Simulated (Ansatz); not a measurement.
# Ca2Zn2As2O, from a guessed structure to a relaxed one, part 2 of 2

Starting from a made-up structure for Ca2Zn2As2O, the aim is the relaxed cell, its shortest contacts and, where a second run follows, its electronic structure.

Ansatz 0.2.0; DFT, PBE, plane-wave PAW, files of the set soft_1, scalar-relativistic, no spin, cell and ions relaxed at zero pressure; PAW set soft_1 (the session's first sound run).

So far: Set-up; Relaxation of the guess. The relaxed cell has a = 4.269, c = 14.679 Å (conventional setting).

## (3) Electronic structure of the relaxed cell

A second self-consistent run takes a narrower smearing and the mesh shown in its input; the bands follow along the standard path of the relaxed lattice.

This step: DFT, PBE, plane-wave PAW, files of the set soft_1, scalar-relativistic, no spin, bands and density of states at the relaxed cell; PAW set soft_1 (Ansatz 0.2.0).

input.yaml reads:

```yaml
crystal:
  lattice:
    - [-2.1342547521, 2.1342547521, 7.33967076]
    - [2.1342547521, -2.1342547521, 7.33967076]
    - [2.1342547521, 2.1342547521, -7.33967076]
  atoms:
    - { symbol: As, position: [0.1276397891, 0.1276397891, 0.0] }
    - { symbol: As, position: [0.8723602109, 0.8723602109, 0.0] }
    - { symbol: Zn, position: [0.5, 0.0, 0.5] }
    - { symbol: Zn, position: [0.0, 0.5, 0.5] }
    - { symbol: Ca, position: [0.3395570989, 0.3395570989, 0.0] }
    - { symbol: Ca, position: [0.6604429011, 0.6604429011, 0.0] }
    - { symbol: O, position: [0.5, 0.5, 0.0] }
kpoints:
  mp_grid: { grid: [10, 10, 10] }
  band_path:
    path:
      - [[0.0, 0.0, 0.0], [-0.5, 0.5, 0.0], [-0.5, 0.5, -0.04227751], [-0.27113875, 0.27113875, -0.27113875], [0.0, 0.0, 0.0], [0.5, 0.5, -0.5], [0.27113875, 0.72886125, -0.72886125], [0.0, 0.5, -0.5], [-0.25, 0.75, -0.25], [0.04227751, 0.95772249, -0.5], [0.5, 0.5, -0.5]]
      - [[-0.5, 0.5, 0.0], [-0.25, 0.75, -0.25]]
    npoints: 7
scf:
  occupations: { method: fermi_dirac, width: 0.03 }
  n_extra_bands: 11
hamiltonian:
  xc: pbe
  pseudopotentials: { kind: paw, azcp: { folder: soft_1 } }
output:
  forces: true
  stress: true
  write_bands: true
  dos: { projected: true }
  write_density: true
  write_potential: true
  elf: true
  volumetric_format: npy
```

Command:

```
$ ansatz run input.yaml --threads 4 --pin off --max-ram 10240MiB --backend cpu --events-out ev --progress --plain --runs-dir out
```

Numbers of over 12 decimals in the logs are rounded to 6 here.

Log:

```text
[...]
Crystal: 7 atoms, lattice volume = 133.730 Å³
Basis set: ecut = 420 eV, 2593 PW (Γ), FFT grids on a1−a2, a2, a1+a3, exchange–correlation on 90×108×60 points (8 copies of the dense FFT grid, shifted against one another)
Bands: 51, of which v1, the nominal top of the filled ones, is band 40 counted from 1 (39 counted from 0)
Symmetry: 16 space group operations
[...]
k-points: 102 of 1000
[...]
SCF iter   1: F=—  HF=-20565.350691 eV  |F-HF|=—  |Δ(HF+E_count)|=         —  Δρ=1.38e-1  dr2=6.87e1  ethr=3.10e-3  ⟨swp⟩=9.0  Hψ=25505  notcnv=0  defer=5
[...]
SCF iter  13: F=-20556.267572 eV  HF=-20556.267572 eV  |F-HF|=1.04e-8  |Δ(HF+E_count)|=   4.56e-9  Δρ=3.14e-6  dr2=1.76e-8  ethr=1.25e-10  ⟨swp⟩=16.7  Hψ=38035  notcnv=0
SCF 1 converged in 13 iterations: F = -20556.267572 eV  dr2 = 1.76e-8
[...]
NSCF: frozen V_eff on 79 k-points
SCF converged after 13 iterations
Free energy (F): -20556.267572 eV
[...]
Internal energy: -20556.266180 eV  (E = F + TS)
E sigma→0 (E₀):  -20556.266876 eV
Entropy (-TS):   -0.001391 eV (-0.199 meV/atom)
Fermi energy:    8.974707 eV
[...]
--- Forces (eV/Å), atoms counted from 1 ---
  atom   1  As    -0.00000000     0.00000000     0.00332763
  atom   2  As     0.00000000     0.00000000    -0.00332763
  atom   3  Zn     0.00000000     0.00000000     0.00000000
  atom   4  Zn     0.00000000     0.00000000     0.00000000
  atom   5  Ca     0.00000000     0.00000000    -0.00277773
  atom   6  Ca     0.00000000     0.00000000     0.00277773
  atom   7  O      0.00000000    -0.00000000    -0.00000000
  max |Σ_I F_I| component: 2.06e-18 eV/Å
--- Stress (GPa, compression-positive) ---
       -0.017632       0.000000      -0.000000
        0.000000      -0.017632       0.000000
        0.000000       0.000000       0.035747
  P = ⅓ Tr σ = 0.0002 GPa (0.002 kbar)
--- Band table (eV; the first three rows and the last of 102) ---
  k-point 0: bands = [... 36 lower, 8.4322, 8.7676, 8.8372, 8.8372, 8.9395, 9.8626, 9.9512, 12.3368, ... 7 higher]
  k-point 1: bands = [... 36 lower, 7.9562, 8.1869, 8.3059, 8.8017, 9.8838, 10.7048, 10.7134, 12.0263, ... 7 higher]
  k-point 2: bands = [... 36 lower, 7.4087, 7.5214, 7.7379, 8.8322, 11.3051, 11.3098, 11.3905, 11.7998, ... 7 higher]
  k-point 101: bands = [... 36 lower, 8.2844, 8.2844, 8.7180, 8.9997, 8.9997, 10.5839, 11.5132, 12.0046, ... 7 higher]
```

It took 22 s on 4 threads of Arm Neoverse V1, shared host; peak memory 0.87 GiB.

This step gave:

* free energy: -20556.2676 eV
* energy at zero smearing: -20556.2669 eV
* smearing term TS: 0.001391 eV
* Fermi energy: 8.975 eV
* pressure: 1.61e-4 GPa

bands.tsv at the labelled points (eV, zero at the Fermi level; the bands that come nearest the Fermi level along the path):

| point | band 37 | band 38 | band 39 | band 40 | band 41 | band 42 | band 43 | band 44 |
| --- | --- | --- | --- | --- | --- | --- | --- | --- |
| Γ | -0.54 | -0.21 | -0.14 | -0.14 | -0.04 | 0.89 | 0.98 | 3.36 |
| X | -2.41 | -1.50 | -1.02 | -0.11 | 1.39 | 1.62 | 3.00 | 3.92 |
| Y | -2.39 | -1.51 | -1.11 | -0.21 | 1.52 | 1.63 | 3.12 | 3.72 |
| S | -1.44 | -1.39 | -1.07 | -0.66 | 0.76 | 3.03 | 3.13 | 3.85 |
| Γ | -0.54 | -0.21 | -0.14 | -0.14 | -0.04 | 0.89 | 0.98 | 3.36 |
| Z | -0.69 | -0.69 | -0.26 | 0.02 | 0.02 | 1.61 | 2.54 | 3.03 |
| S1 | -1.44 | -1.39 | -1.07 | -0.66 | 0.76 | 3.03 | 3.13 | 3.85 |
| N | -1.46 | -1.40 | -1.16 | -0.67 | 1.09 | 2.78 | 3.28 | 3.34 |
| P | -2.54 | -1.25 | -1.25 | -0.17 | 1.52 | 1.52 | 3.13 | 4.08 |
| Y1 | -2.39 | -1.51 | -1.11 | -0.21 | 1.52 | 1.63 | 3.12 | 3.72 |
| Z | -0.69 | -0.69 | -0.26 | 0.02 | 0.02 | 1.61 | 2.54 | 3.03 |
| X | -2.41 | -1.50 | -1.02 | -0.11 | 1.39 | 1.62 | 3.00 | 3.92 |
| P | -2.54 | -1.25 | -1.25 | -0.17 | 1.52 | 1.52 | 3.13 | 4.08 |

States per cell as run, both spins, in windows of 1 eV, from dos.tsv (zero at the Fermi level):

```
from  to  total
  -8  -7   6.04
  -7  -6  13.93
  -6  -5   3.32
  -5  -4   1.92
  -4  -3   1.86
  -3  -2   3.48
  -2  -1   4.68
  -1   0   2.74
   0   1   0.25
   1   2   2.38
   2   3   2.62
   3   4   4.86
```

A further 42.0 states lie below the table's range.

Electrostatic potential energy in the ac plane of the conventional cell at fractional y = 0.000, with atoms of As and Zn and Ca and O within 0.2 Å of it. With pseudopotentials it is smooth inside the atoms' cores, unlike the true potential.

Ten even steps from '0' (-57 eV) to '9' (12 eV), each cell a mean:
```
99997411268999
78899988899987
99789999999789
98789999999779
88999999999988
99999999999999
77899999999987
02589999998741
02589999998731
77899999999987
89999866789998
34897300158963
45897411268975
99999888899999
56899999999875
01589999998630
23689999999752
88999999999988
99999999999999
77899999999987
99789999999789
98789999999778
88999866789998
99997300158999
```
Columns run along a (4.3 Å; values clipped at the 3rd and 97th percentile), rows up along c (14.7 Å), edges of the conventional cell, whose origin can differ from the input's. Atoms in or near the plane, at fractional coordinates: As at (0.00, 0.13), As at (0.00, 0.87), Zn at (0.50, 0.50), Zn at (0.50, 0.00), Ca at (0.00, 0.34), Ca at (0.00, 0.66), O at (0.00, 0.50).

ELF in the ac plane of the conventional cell at fractional y = 0.000, with atoms of As and Zn and Ca and O within 0.2 Å of it. It is the smooth field of the valence electrons, not physical close to the nuclei.

Values, 24 rows by 14 columns, each cell a mean:
```
0.32 0.32 0.29 0.21 0.16 0.10 0.04 0.03 0.06 0.13 0.17 0.25 0.31 0.32
0.54 0.59 0.61 0.54 0.36 0.23 0.17 0.17 0.19 0.28 0.45 0.59 0.61 0.56
0.17 0.32 0.58 0.69 0.64 0.44 0.27 0.23 0.33 0.55 0.68 0.66 0.47 0.22
0.24 0.39 0.61 0.70 0.66 0.45 0.22 0.16 0.31 0.57 0.70 0.67 0.52 0.30
0.69 0.70 0.72 0.69 0.56 0.33 0.15 0.11 0.22 0.44 0.64 0.71 0.72 0.69
0.39 0.39 0.38 0.34 0.26 0.16 0.10 0.08 0.12 0.20 0.30 0.37 0.39 0.39
0.49 0.40 0.23 0.08 0.04 0.06 0.08 0.08 0.07 0.05 0.05 0.13 0.32 0.46
0.82 0.83 0.71 0.32 0.05 0.05 0.10 0.11 0.08 0.04 0.12 0.53 0.79 0.83
0.82 0.83 0.70 0.30 0.06 0.09 0.16 0.17 0.13 0.06 0.12 0.51 0.80 0.83
0.45 0.37 0.20 0.07 0.09 0.16 0.21 0.22 0.19 0.13 0.07 0.11 0.29 0.43
0.60 0.54 0.37 0.18 0.13 0.15 0.14 0.13 0.15 0.14 0.14 0.26 0.47 0.58
0.58 0.75 0.70 0.31 0.13 0.07 0.02 0.01 0.04 0.10 0.17 0.50 0.77 0.68
0.70 0.76 0.65 0.29 0.13 0.09 0.04 0.03 0.06 0.12 0.17 0.46 0.74 0.74
0.44 0.38 0.25 0.13 0.13 0.16 0.17 0.16 0.17 0.15 0.12 0.17 0.31 0.42
0.63 0.55 0.33 0.10 0.07 0.15 0.21 0.22 0.19 0.11 0.06 0.19 0.45 0.60
0.80 0.84 0.76 0.36 0.06 0.07 0.14 0.15 0.11 0.05 0.14 0.58 0.83 0.82
0.81 0.78 0.61 0.24 0.04 0.05 0.09 0.10 0.07 0.04 0.09 0.42 0.72 0.80
0.31 0.25 0.15 0.08 0.07 0.07 0.08 0.08 0.08 0.07 0.07 0.10 0.20 0.29
0.56 0.56 0.54 0.49 0.36 0.20 0.11 0.09 0.14 0.27 0.42 0.52 0.55 0.56
0.60 0.66 0.71 0.71 0.61 0.38 0.17 0.12 0.25 0.49 0.67 0.72 0.69 0.63
0.15 0.30 0.57 0.69 0.67 0.47 0.24 0.18 0.33 0.58 0.70 0.66 0.46 0.19
0.27 0.42 0.61 0.68 0.60 0.40 0.25 0.22 0.30 0.49 0.65 0.67 0.53 0.33
0.55 0.56 0.55 0.44 0.27 0.18 0.14 0.13 0.15 0.21 0.35 0.51 0.57 0.56
0.22 0.23 0.22 0.17 0.14 0.08 0.02 0.01 0.04 0.12 0.15 0.20 0.23 0.23
```
Columns run along a (4.3 Å), rows up along c (14.7 Å), edges of the conventional cell, whose origin can differ from the input's. Atoms in or near the plane, at fractional coordinates: As at (0.00, 0.13), As at (0.00, 0.87), Zn at (0.50, 0.50), Zn at (0.50, 0.00), Ca at (0.00, 0.34), Ca at (0.00, 0.66), O at (0.00, 0.50).

Valence density in the ac plane of the conventional cell at fractional y = 0.000, with atoms of As and Zn and Ca and O within 0.2 Å of it. It is the smooth field of the valence electrons, not physical close to the nuclei.

Ten steps, logarithmic in the rise over the least value, from '0' (0 e/Å³) to '9' (28 e/Å³), each cell a mean:
```
00011478621000
32111111111122
97321000001258
86311000001248
22110000000112
00000000000000
22100000000012
65310000000246
65310000000246
32100000000012
32101123210112
65312589731246
65312478621235
21100111100012
43100000000123
66410000000256
55310000000245
11000000000001
11000000000001
32110000000123
97321000001259
86311000001247
21111123211111
00012589731000
```
Columns run along a (4.3 Å), rows up along c (14.7 Å), edges of the conventional cell, whose origin can differ from the input's. Atoms in or near the plane, at fractional coordinates: As at (0.00, 0.13), As at (0.00, 0.87), Zn at (0.50, 0.50), Zn at (0.50, 0.00), Ca at (0.00, 0.34), Ca at (0.00, 0.66), O at (0.00, 0.50).

## (4) What came out

| Property | Result |
| --- | --- |
| space group, relaxed | I4/mmm |
| conventional cell | a = 4.269, b = 4.269, c = 14.679 Å; α = 90.0°, β = 90.0°, γ = 90.0° |
| volume per atom | 19.10 Å³ (guess 17.68) |

Ca2Zn2As2O relaxes to I4/mmm with a = 4.269, b = 4.269 and c = 14.679 Å. The guessed volume was 7 % too small. The space group I4/mmm was held in the relaxation, so the end point is a stationary structure within it and may be a saddle against distortions or other arrangements. Bands cross the Fermi level, so it is a metal or semimetal at this level. Semilocal functionals can close a small real gap, so this isn't settled for compounds with anions. On the 10×10×10 mesh with the narrower smearing (relaxed on 9×9×9) the largest force component is 0.003 eV/Å and the largest stress component is 0.036 GPa, within the relaxation's thresholds of 0.015 eV/Å and 0.05 GPa. The cutoff wasn't tested. No dispersion term is used, so weakly bound directions may come out too long. Nothing here tests whether the compound is stable against decomposition.

[Logs are printed without paths, hosts, clocks, repeated set-up lines and the standing remarks that a program may print on its own settings, such as how far it seeks lower states.]

[Hosts, paths, dates, database ids (printed as entryN), source tags and the programs' standing remarks are cut or masked in the printed files.]
